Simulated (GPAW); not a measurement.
# Near-edge structure at the Zn K edge of ZnNi3C (Pm-3m), part 3 of 3

How does the Zn K edge of ZnNi3C (Pm-3m) move when the bonds are compressed or stretched?

GPAW 26.7.0; X-ray absorption from dipole matrix elements to empty bands, plane-wave PAW LDA.

So far. Step 4 (Spectrum with XCH, Zn atom 1): The total-energy difference is 9640.67 eV. The tabulated edge of the element is 9659 eV. The functional leaves an error in such absolute values: in the free atom LDA prices this hole 19.1 eV below PBE (computed apart), and PBE is itself good to a few eV. Step 6 (Spectrum with XCH, Zn atom 1): Against the first run the r.m.s. difference is 22 %. The highest intensity below 24 eV goes from 3.8 eV (1.92) to 4.0 eV (2.00).

### 8. Spectrum with XCH, Zn atom 1

Shorter bonds are expected to push antibonding states and scattering resonances up, and longer ones down; the cell is scaled to test that.

Changed against the first core-hole run: volume scale from 1 to 1.03.

File xas.py:

```python
import numpy as np
from ase import Atoms
from ase.parallel import parprint, paropen
from gpaw import GPAW, PW, FermiDirac, Mixer, MixerDif, setup_paths
from gpaw.test import gen
setup_paths.insert(0, '.')
gen('Zn', name='fch1s', xcname='LDA', corehole=(1, 0, 1), write_xml=True)
from gpaw.mpi import world
world.barrier()

atoms = Atoms('Zn2Ni6C2',
    cell=[[3.80354506, 0, 3.80354506],
     [0, 3.80354506, 3.80354506],
     [0, -3.80354506, 3.80354506]],
    scaled_positions=[[0, 0, 0],
     [0, 0.5, 0.5],
     [0.5, 0, 0],
     [0.5, 0.5, 0.5],
     [0.5, 0, 0.5],
     [0.5, 0.5, 0],
     [0, 0.5, 0],
     [0, 0, 0.5],
     [0.5, 0.25, 0.75],
     [0.5, 0.75, 0.25]],
    magmoms=[0.0, 0.0, 2.0, 2.0, 2.0, 2.0, 2.0, 2.0, 0.0, 0.0],
    pbc=True)
atoms.calc = calc = GPAW(legacy_gpaw=True, mode=PW(430), xc='LDA', setups={0: 'fch1s'},
    kpts={'size': (7, 7, 7), 'gamma': True}, occupations=FermiDirac(0.1),
    charge=-1, mixer=MixerDif(0.05, 8, 50), maxiter=150,
    convergence={'density': 0.0001}, txt='scf.txt')
energy = atoms.get_potential_energy() + calc.get_reference_energy()
ef = calc.get_fermi_level()
out = dict(energy=energy, fermi=ef, forces=atoms.get_forces().tolist(), magmoms=atoms.get_magnetic_moments().tolist())
parprint(f'all-electron energy {energy:.4f} eV, Fermi level {ef:.4f} eV')
ev = np.array([[calc.get_eigenvalues(k, s) for k in range(len(calc.get_ibz_k_points()))] for s in range(calc.get_number_of_spins())])
out['homo'], out['lumo'], out['counts'] = ev[ev < ef].max(), ev[ev > ef].min(), sorted(set((ev < ef).sum((0, 2)).tolist()))
out['filled'] = (ev[:, 0] < ef).sum(1).tolist()

from ase.units import Ha
from gpaw.xas import dipole_matrix_elements
nb = int(calc.get_number_of_electrons() / 2) + 99
top, nb = nb, nb + 8 + nb // 12
nscf = calc.fixed_density(kpts={'size': (7, 7, 7), 'gamma': True}, nbands=nb,
    convergence={'bands': top, 'eigenstates': 1e-5}, maxiter=60, txt='nscf.txt')
cell = atoms.cell.array
ops = [cell.T @ U.T @ np.linalg.inv(cell.T) for U in nscf.wfs.kd.symmetry.op_scc]
E = np.arange(-6, 34, 0.1)
fwhm = np.interp(E, [4, 25], [1.67, 3.5])
Y, X, zero, highest = 0, 0, 1e9, 1e9
for spin in range(nscf.get_number_of_spins()):
    wfs = nscf.wfs
    A = dipole_matrix_elements(wfs.setups[0])
    eps = np.zeros((wfs.kd.nibzkpts, nb))
    d = np.zeros((3, A.shape[1], wfs.kd.nibzkpts, nb), complex)
    for kpt in wfs.kpt_u:
        if kpt.s == spin and 0 in kpt.P_ani:
            eps[kpt.k] = kpt.eps_n * Ha
            d[:, :, kpt.k] = (kpt.weight * wfs.nspins / 2) ** 0.5 * np.inner(A, kpt.P_ani[0])
    world.sum(eps)
    world.sum(d)
    T = np.einsum('amkn,bmkn->abkn', d, d.conj()).real
    T = sum(np.einsum('ai,ijkn,bj->abkn', R, T, R) for R in ops) / len(ops)
    empty = eps > ef
    zero, highest = min(zero, eps[empty].min()), min(highest, eps[:, top - 1].min())
    lines = [(eps, T, empty)] if spin == 0 else lines + [(eps, T, empty)]
for eps, T, empty in lines:
    f = np.einsum('aakn->akn', T).reshape(3, -1)
    x = eps.ravel() - zero
    w = np.interp(x, E, fwhm) / 2.35482
    g = np.exp(-0.5 * ((E[:, None] - x) / w) ** 2) / (w * (2 * np.pi) ** 0.5)
    Y = Y + (f * empty.ravel()) @ g.T
    X = X + (f * ~empty.ravel()) @ g.T
out.update(E=E.round(2).tolist(), xas=Y.tolist(), xes=X.tolist(), zero=zero, valid=highest - zero, nk=len(eps), nb=nb)
for i in range(0, len(E), 10):
    parprint(f'{E[i]:7.2f}', *(f'{v:10.3e}' for v in Y[:, i]))
import json
with paropen('out.json', 'w') as f:
    json.dump(out, f)
```

Run with:

```
$ OMP_NUM_THREADS=1 mpirun -n 2 gpaw python xas.py
```

Numbers of over 12 decimals in the logs are rounded to 6 here.

The program printed:

```text
Input parameters:
  charge: -1
  convergence: {density: 0.0001}
  kpts: {gamma: True,
         size: (7, 7, 7)}
  maxiter: 150
  mixer: {backend: pulay,
          beta: 0.05,
          method: difference,
          nmaxold: 8,
          weight: 50}
  mode: {ecut: 430.0,
         name: pw}
  occupations: {fixmagmom: False,
                name: fermi-dirac,
                width: 0.1}
  setups: {0: fch1s}

[...]
4s:      -0.603317    -0.603615
4p:      -0.343743    -0.343956
3d:      -1.035193    -1.035651
*f:                   -0.018332
-------------------------------
all-electron energy -337851.2059 eV, Fermi level 7.9767 eV
  -6.00  6.115e-25  6.115e-25  6.115e-25
  -5.00  4.275e-20  4.275e-20  4.275e-20
  -4.00  4.350e-16  4.350e-16  4.350e-16
  -3.00  6.517e-13  6.517e-13  6.517e-13
[...]
32.00  2.594e-07  2.594e-07  2.594e-07
  33.00  3.134e-07  3.134e-07  3.134e-07
[key lines of the parts left out:]
Converged after 18 iterations.
Dipole moment: (-0.000000, 0.000000, -0.000000) |e|*Ang
Free energy:   -113.996522
Fermi level: 7.97670
```

Run time: 7.1 min. Hardware: 2 MPI ranks of Arm Neoverse V1, shared host; peak memory 0.72 GiB.

| E (eV) | first run | this run |
| --- | --- | --- |
| -2.0 | 0.00 | 0.00 |
| -1.0 | 0.01 | 0.01 |
| 0.0 | 0.09 | 0.09 |
| 1.0 | 0.24 | 0.25 |
| 2.0 | 0.63 | 0.68 |
| 3.0 | 1.51 | 1.58 |
| 4.0 | 1.87 | 1.82 |
| 5.0 | 1.20 | 1.13 |
| 6.0 | 0.64 | 0.58 |
| 7.0 | 0.33 | 0.31 |
| 8.0 | 0.35 | 0.36 |
| 9.0 | 0.48 | 0.50 |
| 10.0 | 0.59 | 0.62 |
| 11.0 | 0.70 | 0.74 |
| 12.0 | 0.90 | 1.01 |
| 13.0 | 1.25 | 1.39 |
| 14.0 | 1.61 | 1.73 |
| 15.0 | 1.82 | 1.84 |
| 16.0 | 1.74 | 1.65 |
| 17.0 | 1.45 | 1.31 |
| 18.0 | 1.15 | 1.04 |
| 19.0 | 0.96 | 0.89 |
| 20.0 | 0.83 | 0.75 |
| 21.0 | 0.68 | 0.61 |
| 22.0 | 0.57 | 0.54 |
| 23.0 | 0.54 | 0.53 |
| 24.0 | 0.53 | 0.51 |
| 25.0 | 0.50 | 0.48 |
| 26.0 | 0.46 | 0.44 |
| 27.0 | 0.44 | 0.44 |
| 28.0 | 0.45 | 0.47 |
| 29.0 | 0.48 | 0.50 |
| 30.0 | 0.51 | 0.53 |
| 31.0 | 0.55 | 0.60 |
| 32.0 | 0.63 | 0.72 |

The scaled spectrum changes by 7 % r.m.s. The highest intensity below 24 eV goes from 3.8 eV (1.92) to 3.6 eV (1.90).

The photon energy of the zero moves by -0.02 eV.

### 9. Reference energy of the supercell

The cell and mesh change for the next run, so it gets a reference energy of its own.

The cell differs from the one that the last finished run ended in (a 5.379 → 5.431 Å, b 5.379 → 5.431 Å, c 5.379 → 5.431 Å).

File scf.py:

```python
import numpy as np
from ase import Atoms
from ase.parallel import parprint, paropen
from gpaw import GPAW, PW, FermiDirac, Mixer, MixerDif, setup_paths
from gpaw.test import gen
setup_paths.insert(0, '.')
gen('Zn', name='nch1s', xcname='LDA', corehole=(1, 0, 0), write_xml=True)
from gpaw.mpi import world
world.barrier()

atoms = Atoms('Zn2Ni6C2',
    cell=[[3.84011985, 0, 3.84011985],
     [0, 3.84011985, 3.84011985],
     [0, -3.84011985, 3.84011985]],
    scaled_positions=[[0, 0, 0],
     [0, 0.5, 0.5],
     [0.5, 0, 0],
     [0.5, 0.5, 0.5],
     [0.5, 0, 0.5],
     [0.5, 0.5, 0],
     [0, 0.5, 0],
     [0, 0, 0.5],
     [0.5, 0.25, 0.75],
     [0.5, 0.75, 0.25]],
    magmoms=[0.0, 0.0, 2.0, 2.0, 2.0, 2.0, 2.0, 2.0, 0.0, 0.0],
    pbc=True)
atoms.calc = calc = GPAW(legacy_gpaw=True, mode=PW(430), xc='LDA', setups={0: 'nch1s'},
    kpts={'size': (6, 6, 6), 'gamma': True}, occupations=FermiDirac(0.1),
    charge=0, mixer=MixerDif(0.05, 8, 50), maxiter=150,
    convergence={'density': 0.0001}, txt='scf.txt')
energy = atoms.get_potential_energy() + calc.get_reference_energy()
ef = calc.get_fermi_level()
out = dict(energy=energy, fermi=ef, forces=atoms.get_forces().tolist(), magmoms=atoms.get_magnetic_moments().tolist())
parprint(f'all-electron energy {energy:.4f} eV, Fermi level {ef:.4f} eV')
ev = np.array([[calc.get_eigenvalues(k, s) for k in range(len(calc.get_ibz_k_points()))] for s in range(calc.get_number_of_spins())])
out['homo'], out['lumo'], out['counts'] = ev[ev < ef].max(), ev[ev > ef].min(), sorted(set((ev < ef).sum((0, 2)).tolist()))
out['filled'] = (ev[:, 0] < ef).sum(1).tolist()
import json
with paropen('out.json', 'w') as f:
    json.dump(out, f)
```

Run with:

```
$ OMP_NUM_THREADS=1 mpirun -n 2 gpaw python scf.py
```

The program printed:

```text
Input parameters:
  convergence: {density: 0.0001}
  kpts: {gamma: True,
         size: (6, 6, 6)}
  maxiter: 150
  mixer: {backend: pulay,
          beta: 0.05,
          method: difference,
          nmaxold: 8,
          weight: 50}
  mode: {ecut: 430.0,
         name: pw}
  occupations: {fixmagmom: False,
                name: fermi-dirac,
                width: 0.1}
  setups: {0: nch1s}

Initialize ...

[...]
*s    :     0.771506
4p(0) :    -0.045217     1.008310
*p    :     0.954783
3d(10):    -0.383140     0.154691
*d    :     0.616860
--------------------------------

Diagonalizing with gridspacing h=0.050

state   all-electron     PAW
-------------------------------
4s:      -0.228494    -0.228671
4p:      -0.045217    -0.045275
3d:      -0.383140    -0.383726
*f:                    0.072913
-------------------------------
all-electron energy -347491.4758 eV, Fermi level 7.2176 eV
[key lines of the parts left out:]
Converged after 16 iterations.
Dipole moment: (-0.000000, 0.000000, -0.000000) |e|*Ang
Free energy:    -74.615502
Fermi level: 7.21763
```

It took 2.4 min on 2 MPI ranks; peak memory 0.46 GiB; 4.8 min of CPU time.

Reference energy: -347491.476 eV with the cores included.

### 10. Spectrum with XCH, Zn atom 1

Shorter bonds are expected to push antibonding states and scattering resonances up, and longer ones down; the cell is scaled to test that.

Changed against the first core-hole run: volume scale from 1 to 1.06; the field's mesh follows (7×7×7 to 6×6×6).

xas.py, as its differences from that of step 8:

```diff
@@ -11,5 +11,5 @@
 atoms = Atoms('Zn2Ni6C2',
-    cell=[[3.80354506, 0, 3.80354506],
-     [0, 3.80354506, 3.80354506],
-     [0, -3.80354506, 3.80354506]],
+    cell=[[3.84011985, 0, 3.84011985],
+     [0, 3.84011985, 3.84011985],
+     [0, -3.84011985, 3.84011985]],
     scaled_positions=[[0, 0, 0],
@@ -27,3 +27,3 @@
 atoms.calc = calc = GPAW(legacy_gpaw=True, mode=PW(430), xc='LDA', setups={0: 'fch1s'},
-    kpts={'size': (7, 7, 7), 'gamma': True}, occupations=FermiDirac(0.1),
+    kpts={'size': (6, 6, 6), 'gamma': True}, occupations=FermiDirac(0.1),
     charge=-1, mixer=MixerDif(0.05, 8, 50), maxiter=150,
@@ -40,3 +40,3 @@
 from gpaw.xas import dipole_matrix_elements
-nb = int(calc.get_number_of_electrons() / 2) + 99
+nb = int(calc.get_number_of_electrons() / 2) + 100
 top, nb = nb, nb + 8 + nb // 12
```

Run with:

```
$ OMP_NUM_THREADS=1 mpirun -n 2 gpaw python xas.py
```

The program printed:

```text
Input parameters:
  charge: -1
  convergence: {density: 0.0001}
  kpts: {gamma: True,
         size: (6, 6, 6)}
  maxiter: 150
  mixer: {backend: pulay,
          beta: 0.05,
          method: difference,
          nmaxold: 8,
          weight: 50}
  mode: {ecut: 430.0,
         name: pw}
  occupations: {fixmagmom: False,
                name: fermi-dirac,
                width: 0.1}
  setups: {0: fch1s}

[...]
4s:      -0.603317    -0.603615
4p:      -0.343743    -0.343956
3d:      -1.035193    -1.035651
*f:                   -0.018332
-------------------------------
all-electron energy -337850.8290 eV, Fermi level 7.6164 eV
  -6.00  6.344e-25  6.344e-25  6.344e-25
  -5.00  4.419e-20  4.419e-20  4.419e-20
  -4.00  4.465e-16  4.465e-16  4.465e-16
  -3.00  6.618e-13  6.618e-13  6.618e-13
[...]
32.00  2.939e-07  2.939e-07  2.939e-07
  33.00  3.459e-07  3.459e-07  3.459e-07
[key lines of the parts left out:]
Converged after 19 iterations.
Dipole moment: (-0.000000, 0.000000, -0.000000) |e|*Ang
Free energy:   -113.622090
Fermi level: 7.61635
```

Wall time 6.8 min (2 MPI ranks); peak memory 0.65 GiB.

| E (eV) | first run | this run |
| --- | --- | --- |
| -2.0 | 0.00 | 0.00 |
| -1.0 | 0.01 | 0.01 |
| 0.0 | 0.09 | 0.09 |
| 1.0 | 0.24 | 0.26 |
| 2.0 | 0.63 | 0.73 |
| 3.0 | 1.51 | 1.64 |
| 4.0 | 1.87 | 1.77 |
| 5.0 | 1.20 | 1.07 |
| 6.0 | 0.64 | 0.54 |
| 7.0 | 0.33 | 0.31 |
| 8.0 | 0.35 | 0.38 |
| 9.0 | 0.48 | 0.53 |
| 10.0 | 0.59 | 0.65 |
| 11.0 | 0.70 | 0.81 |
| 12.0 | 0.90 | 1.13 |
| 13.0 | 1.25 | 1.54 |
| 14.0 | 1.61 | 1.82 |
| 15.0 | 1.82 | 1.81 |
| 16.0 | 1.74 | 1.53 |
| 17.0 | 1.45 | 1.18 |
| 18.0 | 1.15 | 0.95 |
| 19.0 | 0.96 | 0.82 |
| 20.0 | 0.83 | 0.68 |
| 21.0 | 0.68 | 0.56 |
| 22.0 | 0.57 | 0.52 |
| 23.0 | 0.54 | 0.52 |
| 24.0 | 0.53 | 0.50 |
| 25.0 | 0.50 | 0.46 |
| 26.0 | 0.46 | 0.44 |
| 27.0 | 0.44 | 0.45 |
| 28.0 | 0.45 | 0.49 |
| 29.0 | 0.48 | 0.52 |
| 30.0 | 0.51 | 0.57 |
| 31.0 | 0.55 | 0.67 |
| 32.0 | 0.63 | 0.81 |

Against the first run the r.m.s. difference is 13 %. The highest intensity below 24 eV goes from 3.8 eV (1.92) to 3.6 eV (1.89).

The photon energy of the zero moves by -0.03 eV.

### 11. The volumes side by side

| volume | nearest distance (Å) | shift of the zero (eV) | maximum 1 (eV above own zero) | maximum 2 (eV above own zero) |
| --- | --- | --- | --- | --- |
| 0.91 | 2.581 | +0.09 | 4.0 | 16.6 |
| 1 | 2.663 | +0.00 | 3.8 | 15.2 |
| 1.03 | 2.690 | -0.02 | 3.6 | 14.8 |
| 1.06 | 2.715 | -0.03 | 3.6 | 14.4 |

The curves, each shifted by its zero's change so that they share one photon-energy axis, counted from the zero at V × 1:

| E (eV) | V × 0.91 | V × 1 | V × 1.03 | V × 1.06 |
| --- | --- | --- | --- | --- |
| -2.0 | 0.00 | 0.00 | 0.00 | 0.00 |
| -1.0 | 0.01 | 0.01 | 0.01 | 0.01 |
| 0.0 | 0.09 | 0.09 | 0.09 | 0.09 |
| 1.0 | 0.20 | 0.24 | 0.26 | 0.27 |
| 2.0 | 0.48 | 0.63 | 0.69 | 0.75 |
| 3.0 | 1.19 | 1.51 | 1.59 | 1.66 |
| 4.0 | 1.97 | 1.87 | 1.81 | 1.75 |
| 5.0 | 1.54 | 1.20 | 1.12 | 1.05 |
| 6.0 | 0.88 | 0.64 | 0.58 | 0.53 |
| 7.0 | 0.46 | 0.33 | 0.31 | 0.31 |
| 8.0 | 0.31 | 0.35 | 0.37 | 0.39 |
| 9.0 | 0.41 | 0.48 | 0.51 | 0.53 |
| 10.0 | 0.52 | 0.59 | 0.62 | 0.66 |
| 11.0 | 0.61 | 0.70 | 0.75 | 0.82 |
| 12.0 | 0.69 | 0.90 | 1.01 | 1.15 |
| 13.0 | 0.85 | 1.25 | 1.40 | 1.55 |
| 14.0 | 1.15 | 1.61 | 1.73 | 1.82 |
| 15.0 | 1.49 | 1.82 | 1.84 | 1.81 |
| 16.0 | 1.75 | 1.74 | 1.64 | 1.52 |
| 17.0 | 1.77 | 1.45 | 1.31 | 1.17 |
| 18.0 | 1.59 | 1.15 | 1.04 | 0.95 |
| 19.0 | 1.34 | 0.96 | 0.88 | 0.81 |
| 20.0 | 1.13 | 0.83 | 0.75 | 0.68 |
| 21.0 | 0.97 | 0.68 | 0.61 | 0.56 |
| 22.0 | 0.81 | 0.57 | 0.54 | 0.52 |
| 23.0 | 0.66 | 0.54 | 0.53 | 0.52 |
| 24.0 | 0.59 | 0.53 | 0.51 | 0.50 |
| 25.0 | 0.58 | 0.50 | 0.48 | 0.46 |
| 26.0 | 0.56 | 0.46 | 0.44 | 0.44 |
| 27.0 | 0.52 | 0.44 | 0.44 | 0.45 |
| 28.0 | 0.48 | 0.45 | 0.47 | 0.49 |
| 29.0 | 0.46 | 0.48 | 0.50 | 0.52 |
| 30.0 | 0.47 | 0.51 | 0.53 | 0.57 |
| 31.0 | 0.50 | 0.55 | 0.60 | 0.67 |
| 32.0 | 0.52 | 0.63 | 0.72 | 0.81 |

### 12. Results

```json
{"absorber and edge": "Zn K, atom 1 of the ground-state input (counted from 1)", "surroundings": "12 Ni at 2.66 Å (cuboctahedral, site symmetry m-3m)", "highest intensity below 24 eV": "3.8 eV above the zero, height 1.92", "photon energy of the zero (spin-polarised hole, raw)": "9640.7 eV (LDA puts this hole about 19 eV below PBE, itself good to a few eV)"}
```

In words: From V × 0.91 to V × 1.06 the nearest distance grows by 0.135 Å and the zero moves by -0.11 eV. Above their own zero, the maxima move from 4.0 to 3.6 eV and from 16.6 to 14.4 eV. The one highest in energy moves most, in the direction that the rule ΔE·R² ≈ constant for scattering resonances gives. The Zn K edge of atom 1, with 12 Ni at 2.66 Å (cuboctahedral, site symmetry m-3m), has its highest intensity of the first 24 eV at 3.8 eV above the zero, near 9644 eV in photon energy (LDA puts this hole about 19 eV below PBE, itself good to a few eV), 1.9 times the mean level of the first 20 eV (Gaussian full width 1.67 eV up to 4 eV, rising linearly to 3.5 eV at 25 eV). The hole lies in one spin channel, while the script sums the empty states of both and takes the lower zero; where the two channels are split, this blurs and shifts the curve. The script folds with a Gaussian, whereas the core hole's own line is a Lorentzian, so the onset is too steep and the first peak too high. The starting moments shrank to 0.00 μB or less, so this is hardly a magnetic state. The holes are only 5.3 Å apart, so the shape is probably not converged with cell size; no larger cell was run here. Lifetime broadening is put in by hand, and intensities beyond about 20 eV depend on it and on the partial waves; weight that the partial waves miss at high energy is lost. The structure is a computed Materials Project entry and may be a hypothetical form.

[Banner, clock and machine lines of the logs are left out without a mark of their own.]

[Logs are printed without paths, hosts, clocks, repeated set-up lines and the standing remarks that a program may print on its own settings, such as how far it seeks lower states.]

[Hosts, paths, dates, database ids (printed as entryN), source tags and the programs' standing remarks are cut or masked in the printed files.]

[Lists of maxima count a maximum above −3 eV only where it reaches 4 % of the highest in the window and stands out from its surroundings by 2 % of it (1.5 % where it reaches 55 %); shoulders and weaker maxima are passed over, and of the rest the first, up to two pre-edge ones and the few strongest are named.]
